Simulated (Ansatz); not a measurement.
# Mg2C (model cell, started as cuprite): a soft mode frozen in, part 2 of 2

Wanted: the energy along a soft mode of Mg2C (model cell, started as cuprite) and the structure at the end.

Ansatz 0.2.0; DFT PBE, scalar-relativistic, plane waves, PAW.

So far, highest frequency on the path or at a solved wavevector (cm⁻¹): step 2 (phonons on a q mesh) 626. Also lowest frequency on the path (cm⁻¹): step 2 -54.6.

The structure was built from a prototype and need not be the compound's stable phase.

## Step 4: The mode frozen in, largest atomic shift 0.14 Å

The atoms are moved along the unstable eigenvector, the largest shift by 0.14 Å, with the cell fixed.

input.yaml reads:

```yaml
crystal:
  lattice:
    - [4.8390002607, 4.8390002607, 0.0]
    - [4.8390002607, 0.0, 4.8390002607]
    - [4.8390002607, 0.0, -4.8390002607]
  atoms:
    - { symbol: C, position: [0.0, 0.0, 0.0] }
    - { symbol: C, position: [0.0, 0.5, 0.5] }
    - { symbol: C, position: [0.5, 0.25, 0.75] }
    - { symbol: C, position: [0.5, 0.75, 0.25] }
    - { symbol: Mg, position: [0.2736225491, 0.1013774509, 0.8631887254] }
    - { symbol: Mg, position: [0.2263774509, 0.6486225491, 0.3868112746] }
    - { symbol: Mg, position: [0.7263774509, 0.1368112746, 0.8986225491] }
    - { symbol: Mg, position: [0.7736225491, 0.6131887254, 0.3513774509] }
    - { symbol: Mg, position: [0.2736225491, 0.625, 0.8631887254] }
    - { symbol: Mg, position: [0.2263774509, 0.125, 0.3868112746] }
    - { symbol: Mg, position: [0.7263774509, 0.1368112746, 0.375] }
    - { symbol: Mg, position: [0.7736225491, 0.6131887254, 0.875] }
kpoints:
  mp_grid: { grid: [6, 6, 6] }
hamiltonian:
  xc: pbe
scf:
  occupations: { method: methfessel_paxton, width: 0.15 }
output:
  forces: true
  stress: true
  eigenvalues: true
```

Run with:

```bash
$ ansatz run input.yaml --threads 8 --pin off --max-ram 14336MiB --backend cpu --events-out ev --progress --plain --runs-dir out
```

Numbers of over 12 decimals in the logs are rounded to 6 here.

What it wrote:

```text
[...]
Crystal: 12 atoms, lattice volume = 226.619 Å³
Basis set: ecut = 420 eV, 4477 PW (Γ), exchange–correlation on 96×96×96 points (8 copies of the dense FFT grid, shifted against one another)
Bands: 60, of which v1, the nominal top of the filled ones, is band 48 counted from 1 (47 counted from 0)
Symmetry: 16 space group operations
[...]
k-points: 30 of 216
[...]
k-point 0: bands = [... 44 lower, 2.7811, 3.7194, 4.4244, 4.4346, 4.4346, 5.1893, 5.2185, 8.3540, ... 6 higher]
  k-point 1: bands = [... 44 lower, 3.1180, 3.1418, 4.3792, 4.3843, 5.0028, 5.5582, 5.5855, 7.9443, ... 6 higher]
  k-point 2: bands = [... 44 lower, 3.4665, 3.8739, 4.1970, 4.2107, 5.7987, 6.3846, 6.4112, 7.4034, ... 6 higher]
  k-point 29: bands = [... 44 lower, 3.7757, 3.7757, 4.1258, 4.1258, 5.5162, 5.5162, 6.6948, 6.6948, ... 6 higher]
[key lines of the parts left out:]
SCF converged after 6 iterations
Free energy (F): -16386.449548 eV
Fermi energy:    4.446647 eV
P = ⅓ Tr σ = -0.3199 GPa (-3.199 kbar)
```

It took 2.5 s on 8 threads of Arm Neoverse V1, shared host; peak memory 0.97 GiB; 19 s of CPU time.

This step gave:

- pressure: -0.3199 GPa
- energy from the undistorted cell: -0.446 meV/atom

The energy, extrapolated to zero smearing, is -0.45 meV/atom against the undistorted cell.

The run ends at a pressure of -0.32 GPa, with forces up to 0.0090 eV/Å.

## Step 5: Energy along the mode, all amplitudes (two of the runs are shown above)

An imaginary frequency means negative curvature, so the energy should fall and then rise again as anharmonic terms take over.

This step gave:

```yaml
depth_at_the_lowest_point_sampled: 0.446 meV/atom
largest_atomic_shift_at_that_point: 0.14 Å
```

The energy from the parent by largest atomic shift:

| largest atomic shift (Å) | energy from the parent (meV/atom) |
| --- | --- |
| 0.000 | 0 |
| 0.040 | -0.053 |
| 0.080 | -0.194 |
| 0.140 | -0.446 |
| 0.220 | -0.312 |
| 0.320 | 2.30 |
| 0.450 | 14.8 |

Displacement at unit largest shift by atom:

| atom | x (Å) | y (Å) | z (Å) | size |
| --- | --- | --- | --- | --- |
| C1 | 0.000 | 0.000 | 0.000 | 0.000 |
| C2 | 0.000 | 0.000 | 0.000 | 0.000 |
| C3 | 0.000 | 0.000 | 0.000 | 0.000 |
| C4 | 0.000 | 0.000 | 0.000 | 0.000 |
| Mg5 | -0.408 | 0.816 | -0.408 | 0.999 |
| Mg6 | 0.408 | -0.816 | 0.408 | 0.999 |
| Mg7 | 0.408 | -0.816 | -0.408 | 0.999 |
| Mg8 | -0.408 | 0.816 | 0.408 | 0.999 |
| Mg9 | 0.408 | 0.816 | 0.408 | 0.999 |
| Mg10 | -0.408 | -0.816 | -0.408 | 0.999 |
| Mg11 | -0.408 | -0.816 | 0.408 | 0.999 |
| Mg12 | 0.408 | 0.816 | -0.408 | 0.999 |

The lowest of the steps tried is at 0.14 Å, 0.446 meV/atom below the parent; the bottom of the well need not coincide with a step.

## Step 6: Relaxation from the frozen mode

Starting from the lowest point found, all atoms and the cell are let go, so that strain and other modes of the same symmetry can join in.

input.yaml, as its differences from that of step 4:

```diff
@@ -28 +28,6 @@
   eigenvalues: true
+relax:
+  adjacent_minimum: "off"
+  f_tol: 0.002
+  max_steps: 120
+  cell: { stress_tol: 0.03 }
```

What it wrote:

```text
[...]
Crystal: 12 atoms, lattice volume = 226.619 Å³
Basis set: ecut = 420 eV, 4477 PW (Γ), exchange–correlation on 96×96×96 points (8 copies of the dense FFT grid, shifted against one another)
Bands: 60, of which v1, the nominal top of the filled ones, is band 48 counted from 1 (47 counted from 0)
Symmetry: 16 space group operations
[...]
k-points: 30 of 216
[...]
SCF iter   1: F=—  HF=-16386.455746 eV  |F-HF|=—  |Δ(HF+E_count)|=         —  Δρ=3.01e-3  dr2=3.87e-2  ethr=1.77e-3  ⟨swp⟩=7.2  Hψ=7755  notcnv=0
[...]
SCF iter   6: F=-16386.449548 eV  HF=-16386.449548 eV  |F-HF|=9.68e-10  |Δ(HF+E_count)|=   1.23e-7  S|Δr|=    0.00e0  Δρ=2.31e-6  dr2=6.88e-9  ethr=1.04e-10  ⟨swp⟩=8.8  Hψ=7334  notcnv=0
SCF 1 converged in 6 iterations: F = -16386.449548 eV  dr2 = 6.88e-9
[...]
relax step   1: F+E_penalty+E_count = -16386.44954847 eV  Δ(F+E_penalty+E_count) = +0.000e0 eV  max|allowed force component| = 7.839e-3 eV/Å  Δτ_max = 0.0000 Å  P = -0.320 GPa  Ω = 226.619 Å³  (6 SCF iters, dr2 threshold 1.00e-7 eV, accepted)
Crystal: 12 atoms, lattice volume = 225.683 Å³
Basis set: ecut = 420 eV, 4413 PW (Γ), exchange–correlation on 96×96×96 points (8 copies of the dense FFT grid, shifted against one another)
[...]
SCF iter   4: F=-16386.458524 eV  HF=-16386.458524 eV  |F-HF|=2.48e-7  |Δ(HF+E_count)|=   5.17e-6  S|Δr|=    0.00e0  Δρ=1.51e-5  dr2=5.21e-7  ethr=1.25e-9  ⟨swp⟩=4.6  Hψ=8074  notcnv=0
SCF 2 converged in 4 iterations: F = -16386.458524 eV  dr2 = 5.21e-7
relax step   2: F+E_penalty+E_count = -16386.45852387 eV  Δ(F+E_penalty+E_count) = -8.975e-3 eV  max|allowed force component| = 1.340e-2 eV/Å  Δτ_max = 0.0041 Å  P = -0.101 GPa  Ω = 225.683 Å³  energy of the carried Pulay correction = +5.186e-4 eV  (4 SCF iters, dr2 threshold 1.20e-6 eV, accepted)
Crystal: 12 atoms, lattice volume = 222.081 Å³
Basis set: ecut = 420 eV, 4323 PW (Γ), exchange–correlation on 96×96×96 points (8 copies of the dense FFT grid, shifted against one another)
[...]
SCF iter   7: F=-16386.537261 eV  HF=-16386.537261 eV  |F-HF|=4.86e-8  |Δ(HF+E_count)|=   6.13e-8  S|Δr|=    0.00e0  Δρ=5.10e-6  dr2=9.71e-8  ethr=6.94e-10  ⟨swp⟩=6.1  Hψ=6733  notcnv=0
SCF 3 converged in 7 iterations: F = -16386.537261 eV  dr2 = 9.71e-8
[...]
relax step   3: F+E_penalty+E_count = -16386.53726128 eV  Δ(F+E_penalty+E_count) = -7.874e-2 eV  max|allowed force component| = 7.930e-2 eV/Å  Δτ_max = 0.0485 Å  P = +0.390 GPa  Ω = 222.081 Å³  energy of the carried Pulay correction = +2.535e-3 eV  (7 SCF iters, dr2 threshold 6.66e-7 eV, accepted)
[... from here on, the SCF cycles and remarks between the steps are left out ...]
relax step   4: F+E_penalty+E_count = -16386.72193683 eV  Δ(F+E_penalty+E_count) = -1.847e-1 eV  max|allowed force component| = 2.034e-1 eV/Å  Δτ_max = 0.0764 Å  P = +0.297 GPa  Ω = 218.531 Å³  energy of the carried Pulay correction = +4.554e-3 eV  (7 SCF iters, dr2 threshold 1.20e-6 eV, accepted)
relax step   5: F+E_penalty+E_count = -16387.03059642 eV  Δ(F+E_penalty+E_count) = -3.087e-1 eV  max|allowed force component| = 3.332e-1 eV/Å  Δτ_max = 0.1071 Å  P = -0.297 GPa  Ω = 214.586 Å³  energy of the carried Pulay correction = +6.836e-3 eV  (6 SCF iters, dr2 threshold 1.20e-6 eV, accepted)
relax step   6: F+E_penalty+E_count = -16387.36206184 eV  Δ(F+E_penalty+E_count) = -3.315e-1 eV  max|allowed force component| = 2.758e-1 eV/Å  Δτ_max = 0.1470 Å  P = -0.923 GPa  Ω = 209.519 Å³  energy of the carried Pulay correction = +9.828e-3 eV  (7 SCF iters, dr2 threshold 1.20e-6 eV, accepted)
relax step   7: F+E_penalty+E_count = -16387.64802349 eV  Δ(F+E_penalty+E_count) = -2.860e-1 eV  max|allowed force component| = 4.113e-1 eV/Å  Δτ_max = 0.1992 Å  P = +0.168 GPa  Ω = 200.252 Å³  energy of the carried Pulay correction = +1.548e-2 eV  (6 SCF iters, dr2 threshold 1.20e-6 eV, accepted)
relax step   8: F+E_penalty+E_count = -16387.48605719 eV  Δ(F+E_penalty+E_count) = +1.620e-1 eV  max|allowed force component| = 5.128e-1 eV/Å  Δτ_max = 0.1943 Å  P = +0.580 GPa  Ω = 195.636 Å³  energy of the carried Pulay correction = +1.839e-2 eV  (7 SCF iters, dr2 threshold 1.20e-6 eV, rejected (line search))
relax step   9: F+E_penalty+E_count = -16387.26402756 eV  Δ(F+E_penalty+E_count) = +3.840e-1 eV  max|allowed force component| = 7.756e-1 eV/Å  Δτ_max = 0.0844 Å  P = +7.329 GPa  Ω = 185.927 Å³  energy of the carried Pulay correction = +2.473e-2 eV  (11 SCF iters, rejected (line search))
relax step  10: F+E_penalty+E_count = -16387.76137297 eV  Δ(F+E_penalty+E_count) = -1.133e-1 eV  max|allowed force component| = 5.410e-2 eV/Å  Δτ_max = 0.0480 Å  P = +0.209 GPa  Ω = 199.198 Å³  energy of the carried Pulay correction = +1.614e-2 eV  (11 SCF iters, accepted)
relax step  11: F+E_penalty+E_count = -16387.76426321 eV  Δ(F+E_penalty+E_count) = -2.890e-3 eV  max|allowed force component| = 2.400e-2 eV/Å  Δτ_max = 0.0213 Å  P = -0.040 GPa  Ω = 199.401 Å³  energy of the carried Pulay correction = +1.602e-2 eV  (6 SCF iters, dr2 threshold 2.66e-7 eV, accepted)
relax step  12: F+E_penalty+E_count = -16387.76509178 eV  Δ(F+E_penalty+E_count) = -8.286e-4 eV  max|allowed force component| = 1.128e-3 eV/Å  Δτ_max = 0.0068 Å  P = -0.001 GPa  Ω = 199.467 Å³  energy of the carried Pulay correction = +1.597e-2 eV  (5 SCF iters, dr2 threshold 5.63e-8 eV, accepted)
relax step  13: F+E_penalty+E_count = -16387.76755793 eV  Δ(F+E_penalty+E_count) = -2.466e-3 eV  max|allowed force component| = 1.249e-3 eV/Å  Δτ_max = 0.0000 Å  P = +0.003 GPa  Ω = 199.467 Å³  stress off target by 7.87e-2 GPa  SCF on the basis re-selected at this cell (its energy is not comparable with the rows above)  (6 SCF iters)
relax step  14: F+E_penalty+E_count = -16387.76763212 eV  Δ(F+E_penalty+E_count) = -7.419e-5 eV  max|allowed force component| = 4.935e-4 eV/Å  Δτ_max = 0.0002 Å  P = +0.014 GPa  Ω = 199.455 Å³  energy of the carried Pulay correction = +8.662e-6 eV  (5 SCF iters, dr2 threshold 1.55e-8 eV, accepted)
[...]
SCF iter   5: F=-16387.767626 eV  HF=-16387.767626 eV  |F-HF|=0.00e0  |Δ(HF+E_count)|=  1.82e-10  S|Δr|=    0.00e0  Δρ=5.68e-8  dr2=8.41e-12  ethr=1.00e-12  ⟨swp⟩=4.0  Hψ=5272  notcnv=0
SCF 15 converged in 5 iterations: F = -16387.767626 eV  dr2 = 8.41e-12
relax step  15: F+E_penalty+E_count = -16387.76762628 eV  Δ(F+E_penalty+E_count) = +5.844e-6 eV  max|allowed force component| = 4.951e-4 eV/Å  Δτ_max = 0.0000 Å  P = +0.014 GPa  Ω = 199.455 Å³  stress off target by 1.48e-2 GPa  SCF on the basis re-selected at this cell (its energy is not comparable with the rows above)  (5 SCF iters)
basis re-selected at this cell: Δ(F+E_penalty+E_count) = +5.844e-6 eV, ΔP = +0.000 GPa vs the last step (what re-selecting the basis moved, of the pressure what is left beyond the Pulay correction that the steps carried, after the strain that the cell walked since its last selection, with what the two solves' SCF thresholds leave and, on support functions, any second-order correction that the steps lacked; it is no m [...]
SCF converged after 5 iterations
[...]
Free energy (F): -16387.767626 eV
[...]
Internal energy: -16387.772941 eV  (E = F + TS)
E sigma→0 (E₀):  -16387.768955 eV
Entropy (-TS):   0.005315 eV (0.443 meV/atom)
Fermi energy:    5.807559 eV
[...]
--- Forces (eV/Å), atoms counted from 1 ---
  atom   1  C     -0.00000000     0.00000000     0.00000000
  atom   2  C      0.00000000    -0.00000000     0.00000000
  atom   3  C     -0.00000000     0.00000000    -0.00000000
  atom   4  C      0.00000000    -0.00000000     0.00000000
  atom   5  Mg    -0.00049510    -0.00048229    -0.00049510
  atom   6  Mg     0.00049510     0.00048229     0.00049510
  atom   7  Mg     0.00049510     0.00048229    -0.00049510
  atom   8  Mg    -0.00049510    -0.00048229     0.00049510
  atom   9  Mg     0.00049510    -0.00048229     0.00049510
  atom  10  Mg    -0.00049510     0.00048229    -0.00049510
  atom  11  Mg    -0.00049510     0.00048229     0.00049510
  atom  12  Mg     0.00049510    -0.00048229    -0.00049510
  max |Σ_I F_I| component: 5.20e-18 eV/Å
--- Stress (GPa, compression-positive) ---
        0.014783       0.000000       0.000000
        0.000000       0.012142       0.000000
        0.000000       0.000000       0.014783
  P = ⅓ Tr σ = 0.0139 GPa (0.139 kbar)
--- Band table (eV; the first three rows and the last of 30) ---
  k-point 0: bands = [... 44 lower, 4.7414, 5.1954, 5.4136, 5.4970, 5.4970, 5.7216, 8.1229, 9.1398, ... 8 higher]
  k-point 1: bands = [... 44 lower, 4.4693, 4.6201, 5.5192, 5.5247, 5.8202, 6.3468, 8.4872, 8.7745, ... 8 higher]
  k-point 2: bands = [... 44 lower, 4.5346, 4.8898, 5.3626, 5.5833, 6.7419, 7.1871, 8.3062, 8.5597, ... 8 higher]
  k-point 29: bands = [... 44 lower, 5.3059, 5.3059, 5.8919, 5.8919, 7.6601, 7.6601, 7.8653, 7.8653, ... 8 higher]
--- Relaxed structure (13 steps of the walk, 11 accepted, 2 SCFs on fresh bases) ---
  F+E_penalty+E_count = -16387.76762628 eV   max|allowed force component| = 4.951e-4 eV/Å   (the final SCF, on the basis selected at the relaxed cell)
  cell:  # Å, volume = 199.4553 Å³
    - [5.051114, 3.908780, 0]
    - [5.051114, 0, 5.051114]
    - [5.051114, 0, -5.051114]
  atoms:
    - { symbol: C, position: [4.212233879850819e-18, -2.7358048282142785e-18, -2.1980728435524712e-18] }
    - { symbol: C, position: [4.212233879850818e-18, 0.5, 0.5] }
    - { symbol: C, position: [0.500000, 0.250000, 0.750000] }
    - { symbol: C, position: [0.500000, 0.750000, 0.250000] }
    - { symbol: Mg, position: [0.389666, 0.00249686, 0.805167] }
    - { symbol: Mg, position: [0.110334, 0.747503, 0.444833] }
    - { symbol: Mg, position: [0.610334, 0.194833, 0.997503] }
    - { symbol: Mg, position: [0.889666, 0.555167, 0.252497] }
    - { symbol: Mg, position: [0.389666, 0.607837, 0.805167] }
    - { symbol: Mg, position: [0.110334, 0.142163, 0.444833] }
    - { symbol: Mg, position: [0.610334, 0.194833, 0.392163] }
    - { symbol: Mg, position: [0.889666, 0.555167, 0.857837] }
```

The job ended after 49 s (8 threads; peak memory 1 GiB; 6.2 min of CPU time).

The steps of the relaxation:

| step | energy less that of the first step (eV) | largest force component (eV/Å) | pressure (GPa) | volume (Å³) |
| --- | --- | --- | --- | --- |
| 1 | 0.0000 | 0.0078 | -0.32 | 226.62 |
| 2 | -0.0090 | 0.0134 | -0.10 | 225.68 |
| 3 | -0.0877 | 0.0793 | 0.39 | 222.08 |
| 4 | -0.2724 | 0.2034 | 0.30 | 218.53 |
| 5 | -0.5810 | 0.3332 | -0.30 | 214.59 |
| 6 | -0.9125 | 0.2758 | -0.92 | 209.52 |
| 7 | -1.1985 | 0.4113 | 0.17 | 200.25 |
| 8 | -1.0365 | 0.5128 | 0.58 | 195.64 |
| 9 | -0.8145 | 0.7756 | 7.33 | 185.93 |
| 10 | -1.3118 | 0.0541 | 0.21 | 199.20 |
| 11 | -1.3147 | 0.0240 | -0.04 | 199.40 |
| 12 | -1.3155 | 0.0011 | 0.00 | 199.47 |
| 13* | -1.3180 | 0.0012 | 0.00 | 199.47 |
| 14 | -1.3181 | 0.0005 | 0.01 | 199.46 |
| 15* | -1.3181 | 0.0005 | 0.01 | 199.46 |

Relaxation steps marked * repeat the geometry before them on a plane-wave basis chosen anew for their cell, so energy and pressure can jump there. Relaxation steps 8, 9 were tried and not accepted.

The run keeps the 16 symmetry operations that it works with, so distortions that break them were not tested.

| cell as run | before | after | change |
| --- | --- | --- | --- |
| a (Å) | 6.843 | 6.387 | -6.7 % |
| b (Å) | 6.843 | 7.143 | +4.4 % |
| c (Å) | 6.843 | 7.143 | +4.4 % |
| β (°) | 60.00 | 56.00 | -6.7 % |
| γ (°) | 60.00 | 56.00 | -6.7 % |
| volume (Å³/atom) | 18.88 | 16.62 | -12.0 % |

The atoms that moved most (Å, as changes of fractional coordinates times the final cell):

| atom | dx | dy | dz | length |
| --- | --- | --- | --- | --- |
| Mg10 | -0.206 | -0.454 | -0.206 | 0.539 |
| Mg9 | 0.206 | 0.454 | 0.206 | 0.539 |
| Mg8 | -0.206 | 0.454 | 0.206 | 0.539 |
| Mg12 | 0.206 | 0.454 | -0.206 | 0.539 |
| Mg7 | 0.206 | -0.454 | -0.206 | 0.539 |
| Mg5 | -0.206 | 0.454 | -0.206 | 0.539 |
| Mg6 | 0.206 | -0.454 | 0.206 | 0.539 |
| Mg11 | -0.206 | -0.454 | 0.206 | 0.539 |

Final coordinates:

```
C Mg
1.0
     5.05111    3.90878    0.00000
     5.05111    0.00000    5.05111
     5.05111    0.00000   -5.05111
C Mg
4 8
Cartesian
  0.0000 0.0000 0.0000
  5.0511 0.0000 0.0000
  7.5767 1.9544 -2.5256
  7.5767 1.9544 2.5256
  6.0478 1.5231 -4.0544
  6.5799 0.4313 1.5288
  9.1055 2.3857 -4.0544
  8.5734 3.4775 1.5288
  9.1055 1.5231 -0.9967
  3.5223 0.4313 -1.5288
  6.0478 2.3857 -0.9967
  11.6311 3.4775 -1.5288
```

Numbers from this step:

```yaml
pressure: 0.01390 GPa
volume_per_atom: 16.62 Å³
```

The distorted start has space group I4_1/amd; the relaxation ends in I4_1/amd.

## Step 7: The phases reached

The phases reached along the modes that were followed are set side by side.

Energies are those of the first relaxation, on the mesh of the frozen mode; space group, volume and gap are those of the last relaxation. Phases, by row:

| mode frozen in | space group | energy from parent (meV/atom) | volume (Å³/atom) | gap on mesh (eV) | lowest zone-centre optical mode (cm⁻¹) | largest shift (Å) |
| --- | --- | --- | --- | --- | --- | --- |
| parent | Pn-3m | 0 | 18.89 | 0 | – | – |
| q = (0, 0, 0), 55i cm⁻¹ | P4_2/mnm | -395.3 | 15.22 | 0 | 102.7 | 0.59 |
| q = (0, 0, 0), 55i cm⁻¹ | R3m | -40.08 | 16.27 | 0.058 | 93.8 | 0.699 |
| q = (0, 0, 0), 55i cm⁻¹ | Cmme | -242.4 | 15.24 | 0.132 | -110.7 | 0.952 |
| q = (-0.5, -0.5, -0.5), 32i cm⁻¹ | Fm-3m | -385.7 | 13.56 | 0.745 | – | 1.365 |
| q = (-0.5, -0.5, -0.5), 32i cm⁻¹ | I4_1/amd | -110.2 | 16.62 | 0 | – | 0.663 |

## Step 8: What came out

| Quantity | Value |
| --- | --- |
| unstable mode of the parent | q = (-0.5, -0.5, -0.5), 32i cm⁻¹ |
| depth at the lowest point sampled | 0.446 meV/atom |
| largest atomic shift at that point | 0.14 Å |
| space group reached (within 0.01 Å) | I4_1/amd |
| energy gained over the parent (first relaxation, on the mesh of the frozen mode) | 110 meV/atom |
| volume per atom, phase reached | 16.6 Å³ |

Along this mode the structure falls into I4_1/amd, 110 meV/atom below the parent. At the parent's cell the well is 0.446 meV/atom deep on the steps tried, with its lowest point at a shift of 0.14 Å. Relaxing atoms and cell changes the gain by +109.77 meV/atom against the lowest step (energies at zero smearing). Most of the total comes from this relaxation. The modes of the phase reached were not computed on this path. How so shallow a well moves with the k mesh was not tested. Of the 5 patterns followed to their end from this parent, this one ends 285 meV/atom above the lowest, P4_2/mnm. Each path keeps the symmetry of its pattern, so a lower phase may lie along a pattern not tried. With no gap, or one that is small against the smearing, the frequencies hang on the k mesh and the smearing, most of all near Kohn anomalies. The volume moved by more than a tenth on the k mesh of the start, so the energy gain is rough. The starting cell was built on a prototype and not taken from a measurement, so the phase need not exist.

[Logs are printed without paths, hosts, clocks, repeated set-up lines and the standing remarks that a program may print on its own settings, such as how far it seeks lower states.]

[Hosts, paths, dates, database ids (printed as entryN), source tags and the programs' standing remarks are cut or masked in the printed files.]
